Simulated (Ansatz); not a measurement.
**1T-TaO2 monolayer in a perpendicular field**

Wanted: the out-of-plane response of the 1T-TaO2 monolayer. A positive field points along +c.

Main program and level: Ansatz 0.2.0; plane-wave DFT, PBE-D3(BJ), Ansatz PAW.

This is a report of a sequence of runs, with most program output left out.

## 1. Set-up

The cell holds 3 atoms: 2 O and 1 Ta. Cell: a = 3.184 Å, b = 3.184 Å, c = 35.953 Å, α = 90.0°, β = 90.0°, γ = 120.0°. Vacuum lies along c.

## 2. Relaxation

The starting cell is a guess, so the in-plane lattice and the atoms are relaxed first, with the slab cut off from its images along the normal.

input.yaml

```yaml
crystal:
  lattice:
    - [3.18449, 0.0, 0.0]
    - [-1.592245, 2.7578492381, 0.0]
    - [0.0, 0.0, 35.9525696572]
  atoms:
    - { symbol: O, position: [0.6666666667, 0.3333333333, 0.4658915944] }
    - { symbol: Ta, position: [0.0, 0.0, 0.5], spin: 1.0 }
    - { symbol: O, position: [0.3333333333, 0.6666666667, 0.5341084056] }
  periodic: [true, true, false]
magnetization:
  spin_polarized: true
kpoints:
  mp_grid: { grid: [12, 12, 1] }
hamiltonian:
  xc: pbe
  dispersion: d3bj
scf:
  occupations: { method: fermi_dirac, width: 0.05 }
  convergence: { dr2_threshold: 1.0e-09 }
relax:
  f_tol: 0.004
  max_steps: 90
  cell: {}
output:
  write_potential: true
  write_density: true
  volumetric_format: npy
```

Launch:

```console
$ ansatz run input.yaml --threads 2 --pin off --max-ram 3072MiB --backend cpu --events-out ev --progress --plain --runs-dir out
```

Run time: 74 s. Hardware: 2 threads of Arm Neoverse V2, shared host; peak memory 0.65 GiB; 2.4 min of CPU time.

Relaxation path:

| step | energy less that of the first step (eV) | largest force component (eV/Å) | volume (Å³) |
| --- | --- | --- | --- |
| 1 | 0.0000 | 2.7144 | 315.75 |
| 2 | -0.6505 | 0.5712 | 301.36 |
| 3 | -0.7181 | 0.1498 | 296.21 |
| 4 | -0.4417 | 1.9422 | 266.94 |
| 5 | -0.7416 | 0.0141 | 290.13 |
| 6 | -0.7458 | 0.0104 | 287.30 |
| 7 | -0.7460 | 0.0007 | 287.04 |
| 8* | -0.7376 | 0.0005 | 287.04 |
| 9 | -0.7382 | 0.0015 | 286.33 |
| 10* | -0.7378 | 0.0014 | 286.33 |

Relaxation steps marked * repeat the geometry before them on a plane-wave basis chosen anew for their cell, so energy and pressure can jump there. Relaxation step 4 was tried and not accepted.

Forces are held to the 12 operations that the run works with; a distortion that breaks them can't arise in this run.

| cell as run | before | after | change |
| --- | --- | --- | --- |
| a (Å) | 3.184 | 3.033 | -4.8 % |
| b (Å) | 3.184 | 3.033 | -4.8 % |

The atoms that moved most (Å, along periodic axes as changes of fractional coordinates times the final cell, across vacuum about the mean position):

| atom | dx | dy | dz | length |
| --- | --- | --- | --- | --- |
| O3 | 0.000 | 0.000 | -0.103 | 0.103 |
| O1 | 0.000 | 0.000 | 0.103 | 0.103 |

Final coordinates:

```xyz
3
Lattice="3.0325 0.0000 0.0000 -1.5163 2.6262 0.0000 0.0000 0.0000 35.9526" Properties=species:S:1:pos:R:3
O     1.5163    0.8754   16.8526
Ta    0.0000    0.0000   17.9763
O     0.0000    1.7508   19.0999
```

Numbers from this step:

| Property | Result |
| --- | --- |
| energy at zero smearing | -11069.4872 eV |

The lattice constant a goes from 3.184 to 3.033 Å.

## 3. Atoms held, field 0

A sawtooth potential applies the field, turning back in the middle of the vacuum. With the dipole correction the typed value is the field outside the slab. The induced dipole is small, so the SCF threshold is tight.

The cell differs from the one that the last finished run ended in (c 35.953 → 20.247 Å).

input.yaml

```yaml
crystal:
  lattice:
    - [3.0325201553, 0.0, 0.0]
    - [-1.5162600777, 2.626239492, 0.0]
    - [0.0, 0.0, 20.2472938226]
  atoms:
    - { symbol: O, position: [0.6666666667, 0.3333333333, 0.4445038472] }
    - { symbol: Ta, position: [0.0, 0.0, 0.5] }
    - { symbol: O, position: [0.3333333333, 0.6666666667, 0.5554961528] }
kpoints:
  mp_grid: { grid: [18, 18, 1] }
  band_path:
    path: [[0, 0, 0], [0.5, 0, 0], [0.33333333, 0.33333333, 0], [0, 0, 0]]
    npoints: 16
hamiltonian:
  xc: pbe
  dispersion: d3bj
scf:
  occupations: { method: fermi_dirac, width: 0.05 }
  convergence: { dr2_threshold: 1.0e-10 }
efield:
  axis: 3
  dipole_correction: true
  ramp_position: 0.97
  ramp_width: 0.06
  amplitude: 0
output:
  dos: { projected: true, e_range: [-6, 5] }
  bader: true
  write_potential: true
  write_density: true
  volumetric_format: npy
  elf: true
```

Elapsed: 22 s, on 2 threads; peak memory 0.43 GiB.

Numbers from this step:

```
energy at zero smearing   : -11069.4907 eV
work function, upper face : 5.088 eV
dipole along the normal   : 1.19e-7 e·Å
```

Running mean over a fixed 2.7 Å (it still follows the layers) of the planar mean; the ramp of the sawtooth is left out. The electron's electrostatic potential energy less the Fermi level by z:

| z (Å) | electron's electrostatic potential energy less the Fermi level (eV) |
| --- | --- |
| 3.0 | 5.09 |
| 3.5 | 5.09 |
| 4.0 | 5.09 |
| 4.5 | 5.09 |
| 5.0 | 5.09 |
| 5.5 | 5.09 |
| 6.0 | 5.08 |
| 6.5 | 5.05 |
| 7.0 | 4.86 |
| 7.5 | 3.56 |
| 8.0 | 0.826 |
| 8.5 | -2.97 |
| 9.0 | -7.87 |
| 9.5 | -11.7 |
| 10.0 | -13.9 |
| 10.5 | -13.1 |
| 11.0 | -9.98 |
| 11.5 | -5.35 |
| 12.0 | -0.896 |
| 12.5 | 2.35 |
| 13.0 | 4.43 |
| 13.5 | 5.00 |
| 14.0 | 5.07 |
| 14.5 | 5.09 |
| 15.0 | 5.09 |
| 15.5 | 5.09 |
| 16.0 | 5.09 |
| 16.5 | 5.09 |
| 17.0 | 5.09 |

The density of states has structure finer than the step of the table below, so its rows give means over 0.2 eV, whole bins alone (the curve runs from -6 to 1.99 eV). Peaks (eV: height): -5.89: 3.65, -5.72: 8.69, -5.61: 6.74, -5.39: 10.6, -4.76: 4.15, -4.51: 6.98, -4.04: 8.58.

Density of states against energy, zero at the Fermi level; means over each step:

energy (eV), density of states (states/eV a cell) and a bar:
```
     -5.8        3.8 ###########################
     -5.6        4.3 ##############################
     -5.4        3.8 ##########################
     -5.2        1.5 ###########
     -5.0        1.7 ############
     -4.8        2.9 #####################
     -4.6        3.7 ##########################
     -4.4        2.8 ####################
     -4.2        2.9 ####################
     -4.0        2.4 #################
     -3.8        0.0 
     -3.6        0.0 
     -3.4        0.0 
     -3.2        0.0 
     -3.0        0.0 
     -2.8        0.0 
     -2.6        0.0 
     -2.4        0.0 
     -2.2        0.0 
     -2.0        0.0 
     -1.8        0.0 
     -1.6        0.0 
     -1.4        0.0 
     -1.2        0.0 
     -1.0        0.0 
     -0.8        0.0 
     -0.6        1.1 ########
     -0.4        1.3 #########
     -0.2        1.5 ###########
      0.0        2.1 ###############
      0.2        2.0 ##############
      0.4        1.2 ########
      0.6        1.1 ########
      0.8        1.7 ############
      1.0        1.2 #########
      1.2        1.1 ########
      1.4        1.3 #########
      1.6        1.6 ###########
      1.8        2.3 ################
```

Projected DOS per atom over height of the atomic layer and energy from the Fermi level. Layers: O Ta O from below.

Ten even steps from '0' (0.00 states/eV) to '9' (1.67 states/eV), each cell a mean:
```
191
050
050
060
060
191
151
010
000
000
000
000
000
000
000
000
505
909
818
414
838
838
```
Columns: height of the atomic layer (Å) from 9 to 11.2; rows upwards: energy from the Fermi level (eV) from -5.96 to 1.96.

The electronic bands at the labelled points (eV, zero at the Fermi level):

| point | band 9 | band 10 | band 11 | band 12 | band 13 | band 14 | band 15 | band 16 |
| --- | --- | --- | --- | --- | --- | --- | --- | --- |
| Γ | -7.25 | -4.57 | -4.06 | -4.06 | 0.16 | 0.16 | 1.64 | 2.78 |
| halfway | -6.73 | -6.06 | -4.72 | -4.04 | -0.26 | 1.47 | 1.86 | 3.96 |
| M | -5.96 | -5.91 | -4.62 | -4.51 | -0.72 | 2.53 | 2.79 | 5.55 |
| halfway | -5.84 | -5.56 | -5.49 | -4.59 | -0.03 | 2.07 | 2.20 | 5.68 |
| K | -6.81 | -5.43 | -5.43 | -4.80 | 0.98 | 1.48 | 1.48 | 5.76 |
| halfway | -6.77 | -5.68 | -5.37 | -4.03 | 0.35 | 0.72 | 2.43 | 4.57 |
| Γ | -7.25 | -4.57 | -4.06 | -4.06 | 0.16 | 0.16 | 1.64 | 2.78 |

Valence density in the ca plane at fractional y = 0.000, with atoms of Ta within 0.2 Å of it. It is the smooth field of the valence electrons, not physical close to the nuclei.

Ten steps, logarithmic in the rise over the least value, from '0' (0.0 e/Å³) to '9' (4.3 e/Å³), each cell a mean:
```
00000000000000000001358999732100000000000000
00000000000000000012347887532100000000000000
00000000000000000013445555543200000000000000
00000000000000000013555444554210000000000000
00000000000000000013455444554210000000000000
00000000000000000012345776543100000000000000
00000000000000000001358998632100000000000000
00000000000000000001369999732100000000000000
```
Columns run along c (16.0 Å, from fractional 0.08 to 0.87 of the cell), rows up along a (3.0 Å). Atoms in or near the plane, at fractional coordinates: Ta at (0.50, 0.00).

Electrostatic potential energy in the ca plane at fractional y = 0.000, with atoms of Ta within 0.2 Å of it. With pseudopotentials it is smooth inside the atoms' cores, unlike the true potential.

Ten even steps from '0' (-41 eV) to '9' (4 eV), each cell a mean:
```
99999999999999999999850000379999999999999999
99999999999999999999863102689999999999999999
99999999999999999999987556789999999999999999
99999999999999999999988778889999999999999999
99999999999999999999987777889999999999999999
99999999999999999999875324789999999999999999
99999999999999999999851000479999999999999999
99999999999999999999840000378999999999999999
```
Columns run along c (16.0 Å, from fractional 0.08 to 0.87 of the cell; values clipped at the 3rd and 97th percentile), rows up along a (3.0 Å). Atoms in or near the plane, at fractional coordinates: Ta at (0.50, 0.00).

ELF in the ca plane at fractional y = 0.000, with atoms of Ta within 0.2 Å of it. It is the smooth field of the valence electrons, not physical close to the nuclei.

Ten even steps from '0' (0.00) to '9' (0.70), each cell a mean:
```
00000000000000000000139759511000000000000000
00000000000000000002225896222100000000000000
00000000000000000025753222576310000000000000
00000000000000000147986324898520000000000000
00000000000000000136874213787520000000000000
00000000000000000013433563344200000000000000
00000000000000000001127999411000000000000000
00000000000000000000149429610000000000000000
```
Columns run along c (16.0 Å, from fractional 0.08 to 0.87 of the cell), rows up along a (3.0 Å). Atoms in or near the plane, at fractional coordinates: Ta at (0.50, 0.00).

The work function of the upper face is 5.09 eV.

## 4. Single point, field 0.1 V/Å

Changes to input.yaml since step 3:

```diff
@@ -25,6 +25,4 @@
   ramp_width: 0.06
-  amplitude: 0
+  amplitude: 0.1
 output:
-  dos: { projected: true, e_range: [-6, 5] }
-  bader: true
   write_potential: true
@@ -32,2 +30 @@
   volumetric_format: npy
-  elf: true
```

Run time: 8.2 s. Hardware: 2 threads; peak memory 0.41 GiB.

The dipole is 0.0141 e·Å.

## 5. Single point, field -0.1 V/Å

Changes to input.yaml since step 4:

```diff
@@ -25,3 +25,3 @@
   ramp_width: 0.06
-  amplitude: 0.1
+  amplitude: -0.1
 output:
```

Run time: 8.3 s. Hardware: 2 threads; peak memory 0.41 GiB; 16 s of CPU time.

The dipole is -0.0141 e·Å.

## 6. Single point, field 0.5 V/Å

Changes to input.yaml since step 5:

```diff
@@ -25,3 +25,3 @@
   ramp_width: 0.06
-  amplitude: -0.1
+  amplitude: 0.5
 output:
```

Run time: 8.7 s. Hardware: 2 threads; peak memory 0.4 GiB.

The dipole is 0.0708 e·Å.

## 7. Atoms held, field -0.3 V/Å

Changes to input.yaml since step 6:

```diff
@@ -25,4 +25,6 @@
   ramp_width: 0.06
-  amplitude: 0.5
+  amplitude: -0.3
 output:
+  dos: { projected: true, e_range: [-6, 5] }
+  bader: true
   write_potential: true
@@ -30 +32,2 @@
   volumetric_format: npy
+  elf: true
```

It took 26 s on 2 threads; peak memory 0.42 GiB.

The dipole is -0.0424 e·Å.

## 8. Response, atoms held

This step: plane-wave DFT, PBE-D3(BJ), Ansatz PAW; response to a field along the normal, atoms held (Ansatz 0.2.0).

The dipoles give the slope, and the difference of two potentials shows where the field is screened.

This step gave:

```
equivalent conductor thickness p/(ε₀AE) : 3.214 Å
distance between the outer atoms        : 2.247 Å
```

Table of dipole of the cell by applied field:

| applied field (V/Å) | dipole of the cell (e·Å) |
| --- | --- |
| -0.300 | -0.0424 |
| -0.100 | -0.0141 |
| 0.000 | 1.2e-7 |
| 0.100 | 0.0141 |
| 0.500 | 0.0708 |

Local field over the applied field, running mean. From the potentials at -0.1 and 0.1 V/Å; running mean over 2.5 Å. The local field over applied field by z:

| z (Å) | local field over applied field |
| --- | --- |
| 4.08 | 1.000 |
| 4.50 | 1.000 |
| 4.92 | 1.000 |
| 5.34 | 0.999 |
| 5.76 | 0.996 |
| 6.19 | 0.990 |
| 6.61 | 0.971 |
| 7.03 | 0.925 |
| 7.45 | 0.835 |
| 7.87 | 0.711 |
| 8.30 | 0.568 |
| 8.72 | 0.424 |
| 9.14 | 0.294 |
| 9.56 | 0.191 |
| 9.98 | 0.144 |
| 10.26 | 0.144 |
| 10.69 | 0.191 |
| 11.11 | 0.294 |
| 11.53 | 0.424 |
| 11.95 | 0.568 |
| 12.37 | 0.711 |
| 12.80 | 0.835 |
| 13.22 | 0.925 |
| 13.64 | 0.971 |
| 14.06 | 0.990 |
| 14.48 | 0.996 |
| 14.90 | 0.999 |
| 15.33 | 1.000 |
| 15.75 | 1.000 |
| 16.17 | 1.000 |

Electrons, planar mean, per unit field. Induced electron density against z:

| z (Å) | induced electron density (e/Å³ per V/Å) |
| --- | --- |
| 4.5 | 4.4e-7 |
| 5.0 | 1.6e-6 |
| 5.5 | 6.2e-6 |
| 6.0 | 2.3e-5 |
| 6.5 | 8.7e-5 |
| 7.0 | 3.1e-4 |
| 7.5 | 9.9e-4 |
| 8.0 | 0.00266 |
| 8.5 | 0.00366 |
| 9.0 | 0.00152 |
| 9.5 | 5.1e-4 |
| 10.0 | -9.7e-5 |
| 10.5 | 1.7e-4 |
| 11.0 | -0.00172 |
| 11.5 | -0.00236 |
| 12.0 | -0.00360 |
| 12.5 | -0.00167 |
| 13.0 | -5.6e-4 |
| 13.5 | -1.6e-4 |
| 14.0 | -4.5e-5 |
| 14.5 | -1.2e-5 |
| 15.0 | -3.1e-6 |
| 15.5 | -8.1e-7 |
| 16.0 | -2.3e-7 |

By hand: between -0.1 and 0.1 V/Å the dipole changes by 0.02830 e·Å, a slope of 0.1415 e·Å²/V. A perfect conductor of thickness t has p = ε₀AEt, so t = 180.95 × 0.1415 / 7.964 = 3.21 Å (e/ε₀ = 180.95 V·Å, A in Å²).

The induced dipole is that of a conductor 3.21 Å thick.

## 9. Field on, atoms free, field 0.1 V/Å

This step: plane-wave DFT, PBE-D3(BJ), Ansatz PAW (Ansatz 0.2.0).

Now the atoms may follow the field. A weak field makes forces of meV/Å to tens of meV/Å, so the force tolerance is set well below the usual one.

input.yaml, the sections that differ from step 7:

```yaml
kpoints:
  mp_grid: { grid: [12, 12, 1] }
efield:
  axis: 3
  dipole_correction: true
  ramp_position: 0.97
  ramp_width: 0.06
  amplitude: 0.1
relax:
  f_tol: 0.001
  max_steps: 60
output:
  write_potential: true
  write_density: true
  volumetric_format: npy
# crystal, hamiltonian, scf: as in step 7
```

Elapsed: 6.9 s, on 2 threads; peak memory 0.37 GiB.

Hardly anything moved in the relaxation; the energy changed by under 0.2 meV an atom.

This step gave:

* energy at zero smearing: -11069.4887 eV
* dipole along the normal: 0.01531 e·Å

The relaxation took 3 steps and lowered the energy by 5.8e-5 eV; the largest force on the free atoms ends at 1.8e-5 eV/Å.

The dipole is 0.0153 e·Å.

## 10. Relaxing in the field, field -0.1 V/Å

The opposite sign, again from the field-free geometry; the difference of the two cancels what relaxes without a field.

Changes to input.yaml since step 9:

```diff
@@ -22,3 +22,3 @@
   ramp_width: 0.06
-  amplitude: 0.1
+  amplitude: -0.1
 relax:
```

Elapsed: 6.6 s, on 2 threads; peak memory 0.37 GiB; 13 s of CPU time.

(Continued in part 2 of 2.)

[Logs are printed without paths, hosts, clocks, repeated set-up lines and the standing remarks that a program may print on its own settings, such as how far it seeks lower states.]

[Hosts, paths, dates, database ids (printed as entryN), source tags and the programs' standing remarks are cut or masked in the printed files.]

[Maps of the electrostatic potential energy from Ansatz leave out the sawtooth potential of an applied field or a dipole correction, so their vacuum need not be flat; planar profiles and work functions include it.]

[The density of states shown here was stored with 400 of the rows of the run's finer table, so its peaks can read low, often by over a quarter, or be missed, and its means over a window can be off by a tenth or more.]
